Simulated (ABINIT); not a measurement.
## AgCl (Fm-3m): G0W0 on several meshes in ABINIT

How does the mesh move the gap of AgCl (Fm-3m)?

Main program and level: ABINIT 10.8.3; PBE and many-body steps on it, plane waves.

This is a report of a sequence of runs, with most program output left out.

## Step 1: The structure

Symmetry: Fm-3m, No. 225, cubic system. Conventional cell: a = 5.597 Å, b = 5.597 Å, c = 5.597 Å, α = 90.00°, β = 90.00°, γ = 90.00°. Nearest to Ag lie 6 Cl at 2.80 Å. Nearest to Cl lie 6 Ag at 2.80 Å. Farther neighbours and most contacts between anions are not listed.

Structure file:

```cif
data_structure
_symmetry_space_group_name_H-M 'Fm-3m'
_symmetry_Int_Tables_number 225
_cell_length_a 5.5970
_cell_length_b 5.5970
_cell_length_c 5.5970
_cell_angle_alpha 90.000
_cell_angle_beta 90.000
_cell_angle_gamma 90.000
_cell_volume 175.33
loop_
_atom_site_label
_atom_site_type_symbol
_atom_site_symmetry_multiplicity
_atom_site_Wyckoff_symbol
_atom_site_fract_x
_atom_site_fract_y
_atom_site_fract_z
_atom_site_occupancy
Ag1 Ag 4 a 0.00000 0.00000 0.00000 1
Cl1 Cl 4 b 0.50000 0.00000 0.00000 1
```

 The runs that relaxed it are not among those shown.

## Step 2: Empty states on the mesh, 6×6×6 mesh, 414 bands

This step: ABINIT 10.8.3; DFT, PBE, plane waves, norm-conserving pseudopotentials.

The sums over transitions need many empty states on a uniform mesh; this step solves for them.

Input file run.abi:

```
acell 3*1.0 Angstrom
rprim 
  0.000000000000 2.798500000000 2.798500000000
  2.798500000000 0.000000000000 2.798500000000
  2.798500000000 2.798500000000 -0.000000000000
ntypat 2
znucl 47 17
natom 2
typat 1 2
xred 
  0.000000000000 0.000000000000 0.000000000000
  0.500000000000 0.500000000000 0.500000000000
pp_dirpath "pseudos"
pseudos "Ag.upf, Cl.upf"
ecut 37
ngkpt 6 6 6
nshiftk 1
shiftk 0 0 0
kptopt 1
chksymbreak 0
irdden 1
istwfk *1
nband 414
prtvol 0
optdriver 6
gwr_task "HDIAGO"
paral_kgb 0
occopt 1
indata_prefix "in"
outdata_prefix "out"
tmpdata_prefix "tmp"
```

Run with:

```console
$ OMP_NUM_THREADS=1 mpirun -n 8 abinit run.abi > log
```

Run time: 58 s. Hardware: 8 MPI ranks of Arm Neoverse V1, shared host; peak memory 4.9 GiB; 7.7 min of CPU time.

This step gave:

```
gap                                                           : 0.9214 eV
k of the valence top                                          : 0.5, 0, 0
k of the conduction bottom                                    : 0, 0, 0
least direct gap                                              : 3.124 eV
k points computed                                             : 16
lowest point of the top converged band, above the valence top : 238.1226 eV
```

On this mesh the gap is 0.921 eV.

The density comes from a self-consistent run that is not shown.

## Step 3: Screening, 6×6×6 mesh, 173 bands, screening to 212.2 eV

The RPA dielectric matrix is built and inverted for each q.

This step: RPA screening on PBE, plane waves, norm-conserving pseudopotentials.

run.abi: that of step 2 with these lines changed.

```diff
@@ -20,10 +20,11 @@
 chksymbreak 0
-irdden 1
 istwfk *1
-nband 414
-prtvol 0
-optdriver 6
-gwr_task "HDIAGO"
-paral_kgb 0
 occopt 1
+irdwfk 1
+optdriver 3
+nband 173
+ecuteps 7.8
+inclvkb 2
+awtr 1
+symchi 1
 indata_prefix "in"
```

It took 4.1 min on 8 MPI ranks; peak memory 3 GiB; 33 min of CPU time.

This step gave:

```yaml
eps_infinity_with_local_fields_on_this_mesh_along_the_program_s_q_direction: 4.85
the_same_without_local_fields: 5.312
plasma_frequency: 28.60 eV
plane_waves_in_the_screening_matrix: 331
```

Local fields lower ε∞ by 9 %.

## Step 4: 6×6×6

The self-energy is evaluated for the states that the input lists, and the levels follow from it, in one-shot runs by the linearised quasiparticle equation.

This step: G0W0 on PBE, plane waves, norm-conserving pseudopotentials.

run.abi: that of step 3 with these lines changed.

```diff
@@ -23,8 +23,17 @@
 irdwfk 1
-optdriver 3
+optdriver 4
 nband 173
+gwcalctyp 0
+ecutsigx 37
+symsigma 1
+nkptgw 2
+kptgw 
+  0.5000000000 0.0000000000 0.0000000000
+  0.0000000000 0.0000000000 0.0000000000
+bdgw 
+  12 15
+  11 17
 ecuteps 7.8
-inclvkb 2
-awtr 1
-symchi 1
+irdscr 1
+ppmodel 1
 indata_prefix "in"
```

Run time: 31 s. Hardware: 8 MPI ranks; peak memory 3.1 GiB.

Numbers from this step:

```
G0W0 gap on the points computed              : 2.213 eV
starting gap on the mesh                     : 0.9214 eV
k of the valence top                         : 0.5, 0, 0
k of the conduction bottom                   : 0, 0, 0
Z at the valence top                         : 0.794
Z at the conduction bottom                   : 0.83
least direct G0W0 gap on the computed points : 4.655 eV
```

The gap on the mesh goes from 0.92 eV to 2.21 eV, a correction of +1.29 eV.

## Step 5: Empty states on the mesh, 4×4×4 mesh, 181 bands

This step: DFT, PBE, plane waves, norm-conserving pseudopotentials.

run.abi: that of step 4 with these lines changed.

```diff
@@ -15,3 +15,3 @@
 ecut 37
-ngkpt 6 6 6
+ngkpt 4 4 4
 nshiftk 1
@@ -20,20 +20,10 @@
 chksymbreak 0
+irdden 1
 istwfk *1
+nband 181
+prtvol 0
+optdriver 6
+gwr_task "HDIAGO"
+paral_kgb 0
 occopt 1
-irdwfk 1
-optdriver 4
-nband 173
-gwcalctyp 0
-ecutsigx 37
-symsigma 1
-nkptgw 2
-kptgw 
-  0.5000000000 0.0000000000 0.0000000000
-  0.0000000000 0.0000000000 0.0000000000
-bdgw 
-  12 15
-  11 17
-ecuteps 7.8
-irdscr 1
-ppmodel 1
 indata_prefix "in"
```

Wall time 30 s (8 MPI ranks); peak memory 4.8 GiB.

This step gave:

```
gap                                                           : 0.9214 eV
k of the valence top                                          : 0.5, 0, 0
k of the conduction bottom                                    : 0, 0, 0
least direct gap                                              : 3.124 eV
k points computed                                             : 8
lowest point of the top converged band, above the valence top : 126.0988 eV
```

On this mesh the gap is 0.921 eV.

## Step 6: Screening, 4×4×4 mesh, 173 bands, screening to 212.2 eV

This step: RPA screening on PBE, plane waves, norm-conserving pseudopotentials.

run.abi: that of step 5 with these lines changed.

```diff
@@ -20,10 +20,11 @@
 chksymbreak 0
-irdden 1
 istwfk *1
-nband 181
-prtvol 0
-optdriver 6
-gwr_task "HDIAGO"
-paral_kgb 0
 occopt 1
+irdwfk 1
+optdriver 3
+nband 173
+ecuteps 7.8
+inclvkb 2
+awtr 1
+symchi 1
 indata_prefix "in"
```

Wall time 41 s (8 MPI ranks); peak memory 1.7 GiB; 5.4 min of CPU time.

Numbers from this step:

| Item | Value |
| --- | --- |
| ε∞ with local fields, on this mesh, along the program's q direction | 5.163 |
| the same without local fields | 5.630 |
| plasma frequency | 28.60 eV |
| plane waves in the screening matrix | 331 |

## Step 7: 4×4×4

This step: G0W0 on PBE, plane waves, norm-conserving pseudopotentials.

run.abi: that of step 6 with these lines changed.

```diff
@@ -23,8 +23,17 @@
 irdwfk 1
-optdriver 3
+optdriver 4
 nband 173
+gwcalctyp 0
+ecutsigx 37
+symsigma 1
+nkptgw 2
+kptgw 
+  0.5000000000 0.0000000000 0.0000000000
+  0.0000000000 0.0000000000 0.0000000000
+bdgw 
+  12 15
+  11 17
 ecuteps 7.8
-inclvkb 2
-awtr 1
-symchi 1
+irdscr 1
+ppmodel 1
 indata_prefix "in"
```

Wall time 16 s (8 MPI ranks); peak memory 1.8 GiB; 2.1 min of CPU time.

Numbers from this step:

```yaml
g0w0_gap_on_the_points_computed: 2.214 eV
starting_gap_on_the_mesh: 0.9214 eV
k_of_the_valence_top: 0.5, 0, 0
k_of_the_conduction_bottom: 0, 0, 0
z_at_the_valence_top: 0.795
z_at_the_conduction_bottom: 0.829
least_direct_g0w0_gap_on_the_computed_points: 4.662 eV
```

Against G0W0 in ABINIT (6×6×6 mesh, 173 bands, screening to 212.2 eV, Godby-Needs plasmon pole), the gap moves by +0.001 eV.

## Step 8: The runs together

Times are wall times on 8 MPI ranks of Arm Neoverse V1, shared host, good to a factor of about two. A run's time includes the screening step that it read.

| run | mesh | bands | screening cutoff (eV) | DFT gap (eV) | gap on the mesh (eV) | direct (eV) | ε∞ used | time |
| --- | --- | --- | --- | --- | --- | --- | --- | --- |
| 6×6×6 | 6×6×6 | 173 | 212.2 | 0.921 | 2.213 | 4.655 | 4.85 | 4.6 min |
| 4×4×4 | 4×4×4 | 173 | 212.2 | 0.921 | 2.214 | 4.662 | 5.16 | 57 s |

## Step 9: What came out

```json
{
  "6×6×6": "2.213 eV",
  "4×4×4": "2.214 eV",
  "known limits": "not at the basis limit; d shell near the gap, gap tends to lie low; no spin-orbit coupling; coarse k mesh"
}
```

What this shows: 4×4×4: no change against 6×6×6. Bands and cutoff are finite, so the gap is not at the basis limit. The miss can reach some tenths of an eV and take either sign; the mesh is an error of its own. In the first G0W0 run levels were corrected at 2 k points alone, so a gap called «on the mesh» is the least over those, and an edge elsewhere would be missed. The 6×6×6 mesh is coarse for this cell, which bears on the long-range parts of exchange and screening. A d shell, filled or nearly so, lies near the gap. One-shot GW converges very slowly in bands there, not always from below, and on a semilocal start the gap tends to come out low; starts rich in exact exchange can overshoot instead. The many-body steps are scalar-relativistic: spin-orbit coupling is not in them.

[Paths, hosts, dates, memory and timing lines, banners, echoed tables and standing remarks are left out of the program output.]

[Logs are printed without paths, hosts, clocks, repeated set-up lines and the standing remarks that a program may print on its own settings, such as how far it seeks lower states.]

[Runs of the session that timed out or met a known fault of the program may be left out.]

[No measured gap is set beside runs whose start may be inverted or whose files or cutoffs have a known fault.]

[Hosts, paths, dates, database ids (printed as entryN), source tags and the programs' standing remarks are cut or masked in the printed files.]

[G0W0 gaps are taken among the corrected bands and points alone; a level outside them can change the order at an edge.]

[Where Ansatz stands beside ABINIT at settings called matched, ABINIT's density can come from a denser mesh and the files from another edition; pairs whose starting gaps differed by over 0.03 eV were left out, so agreement reads better than it is.]
